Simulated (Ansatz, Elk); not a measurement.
## AlZnSi: X-ray structure factors from the self-consistent density

The structure of AlZnSi used here is made up (a known structure type with other elements) and was relaxed beforehand with PBEsol. The aim is the Fourier transform of its all-electron density, F(hkl), set beside the sum over free spherical atoms that refinements use.

Program: Elk 11.2.3 (patched build). Level of theory: DFT, PBE, all-electron APW+lo, Dirac cores, scalar-relativistic bands, static density, no spin. Results are calculated unless marked as measured.

The structure was built from a prototype and need not be the compound's stable phase.

### Step 1. The structure

The structure is hexagonal, space group P-6m2 (No. 187). Conventional cell: a = 4.405 Å, b = 4.405 Å, c = 2.845 Å, α = 90.00°, β = 90.00°, γ = 120.00°. Nearest to Zn lie 2 Zn at 2.84 Å and 6 Al at 2.91 Å and 6 Si at 2.91 Å. Nearest to Si lie 3 Al at 2.54 Å and 2 Si at 2.84 Å and 6 Zn at 2.91 Å. Nearest to Al lie 3 Si at 2.54 Å and 2 Al at 2.84 Å and 6 Zn at 2.91 Å. Farther neighbours are not listed.

### Step 2. Ground state and structure factors

An all-electron density is needed, since X-rays see the cores too. Task 0 finds the density and task 195 Fourier-transforms it; tshift is off so that phases refer to the origin typed.

Contents of elk.in:

```
tasks
  0
  195

xctype
  20

spinpol
  .false.

rgkmax
  7.0

gmaxvr
  14.0

lmaxo
  7

lmaxapw
  8

swidth
  0.002

tshift
  .false.

hmaxvr
  5.5

maxscl
  120

epspot
  1e-06

sppath
  './'

avec
  8.32371697802 -0.00000000000 0.00000000000
  -4.16185848901 7.20855035688 0.00000000000
  0.00000000000 0.00000000000 5.37559559023

atoms
  3
  'Zn.in'
  1
  -0.0000000000 0.0000000000 0.0000000000   0.000000 0.000000 0.000000
  'Si.in'
  1
  0.3333333333 0.6666666667 0.5000000000   0.000000 0.000000 0.000000
  'Al.in'
  1
  0.6666666667 0.3333333333 0.5000000000   0.000000 0.000000 0.000000

ngridk
  6 6 8
```

Launch:

```bash
$ OMP_NUM_THREADS=4 elk
```

Numbers of over 12 decimals in the logs are rounded to 6 here.

The program printed:

```text
┌─────────────────────────┐
│ Elk code version 11.2.3 │
└─────────────────────────┘

All units are atomic (Hartree, Bohr, etc.)

┌─────────────────────────────────────────────────┐
│ Ground-state run starting from atomic densities │
└─────────────────────────────────────────────────┘

Lattice vectors :
   8.323716978      -0.000000000       0.000000000
  -4.161858489       7.208550357       0.000000000
   0.000000000       0.000000000       5.375595590

Reciprocal lattice vectors :
  0.7548533094      0.4358147614      -0.000000000
   0.000000000      0.8716295227      -0.000000000
  -0.000000000      -0.000000000       1.168835193

Unit cell volume      :    322.5461264
Brillouin zone volume :   0.7690379550

Muffin-tin inner radius fraction :   0.1000000000E-01

Nuclei treated as point charges

Species : 1 (Zn)
 parameters loaded from : Zn.in
 name : zinc
 nuclear charge    :   -30.00000000
 electronic charge :    30.00000000
 atomic mass :    119233.3130
 muffin-tin radius :    2.400000000
 number of radial points in muffin-tin :    993
 inner part over the whole radius :   0.9843840322E-02
 number on inner part of muffin-tin    :    701
 approximate nuclear radius :   0.7484757725E-04
 number of mesh points to nuclear radius :    337
 atomic positions (lattice), magnetic fields (Cartesian) :
  1 :   0.00000000  0.00000000  0.00000000    0.00000000  0.00000000  0.00000000

Species : 2 (Si)
 parameters loaded from : Si.in
 name : silicon
 nuclear charge    :   -14.00000000
 electronic charge :    14.00000000
 atomic mass :    51196.73458
 muffin-tin radius :    2.200000000
 number of radial points in muffin-tin :    793
 inner part over the whole radius :   0.9899632250E-02
 number on inner part of muffin-tin    :    553
 approximate nuclear radius :   0.5963282101E-04
 number of mesh points to nuclear radius :    246
 atomic positions (lattice), magnetic fields (Cartesian) :
  1 :   0.33333333  0.66666667  0.50000000    0.00000000  0.00000000  0.00000000

Species : 3 (Al)
 parameters loaded from : Al.in
 name : aluminium
 nuclear charge    :   -13.00000000
 electronic charge :    13.00000000
 atomic mass :    49184.33496
 muffin-tin radius :    2.200000000
 number of radial points in muffin-tin :    793
 inner part over the whole radius :   0.9821194981E-02
 number on inner part of muffin-tin    :    552
 approximate nuclear radius :   0.5839653600E-04
 number of mesh points to nuclear radius :    244
 atomic positions (lattice), magnetic fields (Cartesian) :
  1 :   0.66666667  0.33333333  0.50000000    0.00000000  0.00000000  0.00000000

Total number of atoms per unit cell :    3
Total muffin-tin volume :    147.1103120
 ratio of muffin-tin to unit cell volume :   0.4560907726

Spin treatment :
 spin-unpolarised

Number of Bravais lattice symmetries :   24
Number of crystal symmetries         :   12
Crystal has no inversion symmetry
Complex Hermitian eigensolver will be used

k-point grid :      6     6     8
k-point offset :    0.000000000       0.000000000       0.000000000
k-point set is reduced with full crystal symmetry group
Total number of k-points :       50

Muffin-tin radius times maximum |G+k| :    7.000000000
 using average radius
Maximum |G+k| for APW functions       :    3.088235294
Maximum (1/2)|G+k|²                   :    4.768598616
Maximum |G| for potential and density :    14.00000000
Constant for pseudocharge density :    8
 order of it for each species :   15  15  15
 order of it for pair densities of each species (exact exchange by exxq0 0: 16) :   11   9   9
Radial integration step length :    1

G-vector grid sizes :     40    40    24
Number of G-vectors :    14957

Maximum angular momentum used for
 APW functions            :    8
 outer part of muffin-tin :    7
 inner part of muffin-tin :    2

Total nuclear charge    :   -57.00000000
Total core charge       :    26.00000000
Total valence charge    :    31.00000000
Total excess charge     :    0.000000000
Total electronic charge :    57.00000000

[...]
total energy                :     -2329.5268798385

Density of states at Fermi energy :    26.22519441
 (states/Hartree/unit cell)

Estimated indirect band gap :   0.8066057393E-02
 from k-point 29 to k-point 33
Estimated direct band gap   :   0.1251170576E-01
 at k-point 29

Charges :
 core                        :    26.00000000
 valence                     :    31.00000000
 interstitial                :    4.815920455
 muffin-tins (core leakage)
  species : 1 (Zn)
   atom 1                    :    28.64430104     (  0.8527999183E-04)
  species : 2 (Si)
   atom 1                    :    12.25844872     (  0.1351973523E-02)
  species : 3 (Al)
   atom 1                    :    11.28132979     (  0.4845475655E-03)
 total in muffin-tins        :    52.18407955
 total calculated charge     :    56.99797976
 total charge                :    57.00000000
 error                       :   0.2020239517E-02

RMS change in Kohn-Sham potential (target) :   0.5417512357     (  0.1000000000E-05)
Absolute change in total energy (target)   :   0.1864937166     (  0.1000000000E-03)

[... loops 3 to 13 left out ...]

┌──────────────────┐
│ Loop number : 14 │
└──────────────────┘

Energies :
 Fermi                       :     0.265842
 sum of occupied eigenvalues :     -1314.6204611475
 electron kinetic            :      2363.2204509974
 core electron kinetic       :      2082.0006037808
 Coulomb                     :     -4580.9737992731
 Coulomb potential           :     -3533.6507431519
 nuclear-nuclear             :     -356.13986035747
 electron-nuclear            :     -4924.5560437821
 Hartree                     :      699.72210486647
 Madelung                    :     -2814.1484276971
 xc potential                :     -144.19016899293
 exchange                    :     -108.65345528243
 correlation                 :     -2.530047
 electron entropic           :    -0.35096102610459E-03
 total energy                :     -2328.9372017323

Density of states at Fermi energy :    25.27404865
 (states/Hartree/unit cell)

Estimated indirect band gap :   0.2065691494E-02
 from k-point 41 to k-point 31
Estimated direct band gap   :   0.1321416032E-01
 at k-point 29

Charges :
 core                        :    26.00000000
 valence                     :    31.00000000
 interstitial                :    4.707822300
 muffin-tins (core leakage)
  species : 1 (Zn)
[...]
species : 2 (Si)
[...]
species : 3 (Al)
[...]
total in muffin-tins        :    52.29217770
 total calculated charge     :    56.99803884
 total charge                :    57.00000000
 error                       :   0.1961157573E-02

RMS change in Kohn-Sham potential (target) :   0.2120849174E-06 (  0.1000000000E-05)
Absolute change in total energy (target)   :   0.4836525522E-04 (  0.1000000000E-03)

Convergence targets achieved

┌──────────────────┐
│ Loop number : 15 │
└──────────────────┘

Energies :
 Fermi                       :     0.265843
 sum of occupied eigenvalues :     -1314.6204526195
 electron kinetic            :      2363.2204552521
 core electron kinetic       :      2082.0006067683
 Coulomb                     :     -4580.9737964042
 Coulomb potential           :     -3533.6507427390
 nuclear-nuclear             :     -356.13986035747
 electron-nuclear            :     -4924.5560384811
 Hartree                     :      699.72210243442
 Madelung                    :     -2814.1484250347
 xc potential                :     -144.19016513256
 exchange                    :     -108.65345512219
 correlation                 :     -2.530047
 electron entropic           :    -0.35096070799650E-03
 total energy                :     -2328.9371944410

Density of states at Fermi energy :    25.27402466
 (states/Hartree/unit cell)

Estimated indirect band gap :   0.2065720594E-02
 from k-point 41 to k-point 31
Estimated direct band gap   :   0.1321417049E-01
 at k-point 29

Charges :
 core                        :    26.00000000
 valence                     :    31.00000000
 interstitial                :    4.707822156
 muffin-tins (core leakage)
  species : 1 (Zn)
   atom 1                    :    28.88901593     (  0.8065509807E-04)
  species : 2 (Si)
   atom 1                    :    12.15792579     (  0.1323982245E-02)
  species : 3 (Al)
   atom 1                    :    11.24523612     (  0.4716493505E-03)
 total in muffin-tins        :    52.29217784
 total calculated charge     :    56.99803884
 total charge                :    57.00000000
 error                       :   0.1961157766E-02

┌──────────────────────────────┐
│ Self-consistent loop stopped │
└──────────────────────────────┘

Warning : core states of species 2 leak from the muffin-tin :   0.1323982245E-02

Warning : core states of species 3 leak from the muffin-tin :   0.4716493505E-03

Wrote STATE.OUT
```

It took 19 s on 4 threads of Intel Xeon Platinum 8259CL at 2.50GHz (Skylake/Cascade Lake), shared host; peak memory 0.16 GiB.

SFACRHO.OUT:

```text

h k l indices transformed by vhmat matrix:
   1.000000000       0.000000000       0.000000000    
   0.000000000       1.000000000       0.000000000    
   0.000000000       0.000000000       1.000000000    

      h      k      l  multipl.   |H|            Re(F)            Im(F)           |F|

      0      0      0      1   0.0000000       56.999999      0.63312244E-17   56.999999    
      0      1      0      3  0.87162952       15.780336     -0.70914052       15.796261    
      0     -1      0      3  0.87162952       15.780336      0.70914052       15.796261    
      0      0     -1      2   1.1688352       5.1849611     -0.10643850E-13   5.1849611    
     -1      1     -1      6   1.4580513       32.484875     -0.45114650       32.488008    
     -1      0     -1      6   1.4580513       32.484875      0.45114650       32.488008    
     -1      2      0      6   1.5097066       40.899026      0.24334620E-09   40.899026    
      2      0      0      3   1.7432590       13.518347     -0.31531760       13.522024    
      0      2      0      3   1.7432590       13.518347      0.31531760       13.522024    
      1      1     -1     12   1.9092904       4.7256205      0.20042810E-14   4.7256205    
      0     -2     -1      6   2.0988396       27.840309      0.29634322       27.841886    
      0      2      1      6   2.0988396       27.840309     -0.29634322       27.841886    
      3     -1      0      6   2.3061150       11.487889      0.30294015       11.491883    
     -3      1      0      6   2.3061150       11.487889     -0.30294015       11.491883    
      0      0     -2      2   2.3376704       33.903379      0.17236729E-13   33.903379    
      0     -1     -2      6   2.4948829       10.871700      0.35873522       10.877617    
      0      1      2      6   2.4948829       10.871700     -0.35873522       10.877617    
     -2     -1      1     12   2.5854094       24.812220      0.35222808       24.814720
```

Elk indexes on the primitive cell of elk.in and gives |H| = 4π sin θ/λ in inverse bohr. Below, one row stands for each form hkl of the conventional cell (m members, Friedel mates merged), F is for one primitive cell and the density is static (no thermal factor). Free-atom factors are Waasmaier and Kirfel's, and R is Σm||F|−|F'||/Σm|F|.

| hkl | m | sin θ/λ (Å⁻¹) | abs F, DFT | neutral atoms | diff. | abs of complex diff. |
| --- | --- | --- | --- | --- | --- | --- |
| 100 | 6 | 0.131 | 15.796 | 15.965 | -0.169 | 0.172 |
| 001 | 2 | 0.176 | 5.185 | 5.434 | -0.250 | 0.250 |
| 101 | 12 | 0.219 | 32.488 | 32.689 | -0.201 | 0.209 |
| 110 | 6 | 0.227 | 40.899 | 41.275 | -0.376 | 0.376 |
| 200 | 6 | 0.262 | 13.522 | 13.557 | -0.035 | 0.037 |
| 111 | 12 | 0.287 | 4.726 | 4.780 | -0.054 | 0.054 |
| 201 | 12 | 0.316 | 27.842 | 28.067 | -0.225 | 0.226 |
| 210 | 12 | 0.347 | 11.492 | 11.597 | -0.105 | 0.107 |
| 002 | 2 | 0.351 | 33.903 | 33.955 | -0.052 | 0.052 |
| 102 | 12 | 0.375 | 10.878 | 10.963 | -0.086 | 0.086 |
| 211 | 24 | 0.389 | 24.815 | 24.869 | -0.054 | 0.056 |
| 300 | 6 | 0.393 | 31.666 | 31.735 | -0.069 | 0.069 |
| 112 | 12 | 0.418 | 30.393 | 30.436 | -0.042 | 0.042 |
| 301 | 12 | 0.431 | 3.132 | 3.143 | -0.011 | 0.012 |

### Step 3. What came out

```json
{"R against neutral atoms, sin θ/λ < 0.3 Å⁻¹": "0.80 %", "R against neutral atoms, 0.3 to 0.82 Å⁻¹": "0.28 %"}
```

Independent neutral atoms miss the calculated amplitudes by R = 0.80 % below 0.3 Å⁻¹ and 0.28 % from there to 0.82 Å⁻¹; by shells, 1.07 % below 0.15 Å⁻¹ (1 form), 0.77 % 0.15 to 0.3 (5 forms), 0.38 % 0.3 to 0.45 (9 forms), 0.26 % above 0.45 (51 forms). Bonding, aspherical density and the tables' own atoms all enter these figures, and the runs don't part them. The largest change of an amplitude is -0.38 electrons, at 110. The basis has no finished test. The k-mesh has no finished test. Part of the difference isn't bonding: the tables are fits to free atoms and ions calculated by other methods than this functional. Thermal motion, anomalous dispersion and extinction are left out.

[Logs are printed without paths, hosts, clocks, repeated set-up lines and the standing remarks that a program may print on its own settings, such as how far it seeks lower states.]

[Hosts, paths, dates, database ids (printed as entryN), source tags and the programs' standing remarks are cut or masked in the printed files.]
